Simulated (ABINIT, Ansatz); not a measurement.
# Calculated records

## BaTiB2O6 (R-3): one start, several treatments of the self-energy

Symmetry: R-3, No. 148, trigonal system. Conventional cell: a = 5.021 Å, b = 5.021 Å, c = 16.384 Å, α = 90.00°, β = 90.00°, γ = 120.00°. Ba has 12 O at 2.85 to 3.10 Å nearest. Nearest to Ti lie 6 O at 1.92 Å. B has 3 O at 1.37 Å nearest. Nearest to O lie 1 B at 1.37 Å and 1 Ti at 1.92 Å and 2 Ba at 2.85 to 3.10 Å. Farther neighbours, and contacts between anions beyond the nearest, are not listed.

```xyz
10
Lattice="2.5103 1.4493 5.4615 -2.5103 1.4493 5.4615 0.0000 -2.8986 5.4615" Properties=species:S:1:pos:R:3 pbc="T T T"
Ba    0.0000    0.0000    0.0000
Ti    0.0000    0.0000    8.1922
B     0.0000    0.0000   12.5472
B     0.0000    0.0000    3.8372
O    -1.2569   -0.8967    7.0480
O     1.4050   -0.6402    7.0480
O    -0.1481    1.5368    7.0480
O     1.2569    0.8967    9.3364
O    -1.4050    0.6402    9.3364
O     0.1481   -1.5368    9.3364
```

```yaml
method: RPA screening on LDA, plane waves, norm-conserving pseudopotentials (and 4 further levels or steps)
program: ABINIT 10.8.3
settings: cutoff 38 Ha, PseudoDojo scalar-relativistic 0.4.1 standard, norm-conserving, ngkpt (2, 2, 2), nband 111, ecuteps 4.2 Ha, gwcalctyp 2, nfreqre 16, nfreqim 8, inclvkb 2, freqremax 40 eV, spmeth 1, nomegasf 120, shiftk (0, 0, 0), symchi 1, awtr 1, frequency cd, 2×2×2 k-mesh
cost: 9 runs, 11 min in all on 4 MPI ranks of Intel Xeon Platinum 8259CL at 2.50GHz (Skylake/Cascade Lake), shared host
notes: The program’s warnings: Min real frequency set to default [Ha] =. The cell and positions come from the Crystallography Open Database and are kept as given unless a step says otherwise. Limits: no spin-orbit coupling. The 2×2×2 mesh is coarse for this cell, which bears on the long-range parts of exchange and screening.
g0w0_godby_needs_plasmon_pole: 5.018 eV
g0w0_von_der_linden_horsch_plasmon_pole: 5.258 eV
g0w0_hybertsen_louie_plasmon_pole: 5.956 eV
one_shot_cohsex: 5.500 eV
one_shot_hartree_fock: 15.591 eV
g0w0_contour_deformation: 4.935 eV
known_limits: short of the basis limit; no spin-orbit coupling; coarse k mesh
```

G0W0, von der Linden-Horsch plasmon pole: +0.240 eV against G0W0, Godby-Needs plasmon pole. G0W0, Hybertsen-Louie plasmon pole: +0.938 eV against G0W0, Godby-Needs plasmon pole.

[Long decimals in the printed logs are rounded to 6 places.]

[Logs are printed without paths, hosts, clocks, repeated set-up lines and the standing remarks that a program may print on its own settings, such as how far it seeks lower states.]

[Paths, hosts, dates, memory and timing lines, banners, echoed tables and standing remarks are left out of the program output; an Ansatz launch command may be rebuilt from the run's recorded settings. Measured values are a selection of at most five: reports struck by readers or far from the other reports are left out. None is set beside runs whose start may be inverted or whose files or cutoffs have a known fault.]

[Runs of the session that timed out or met a known fault of the program may be left out.]

[Hosts, paths, dates, database ids (printed as entryN), source tags and the programs' standing remarks are cut or masked in the printed files.]

[G0W0 gaps are taken among the corrected bands and points alone; a level outside them can change the order at an edge.]

[Where Ansatz stands beside ABINIT at settings called matched, ABINIT's density can come from a denser mesh and the files from another edition; pairs whose starting gaps differed by over 0.03 eV were left out, so agreement reads better than it is.]
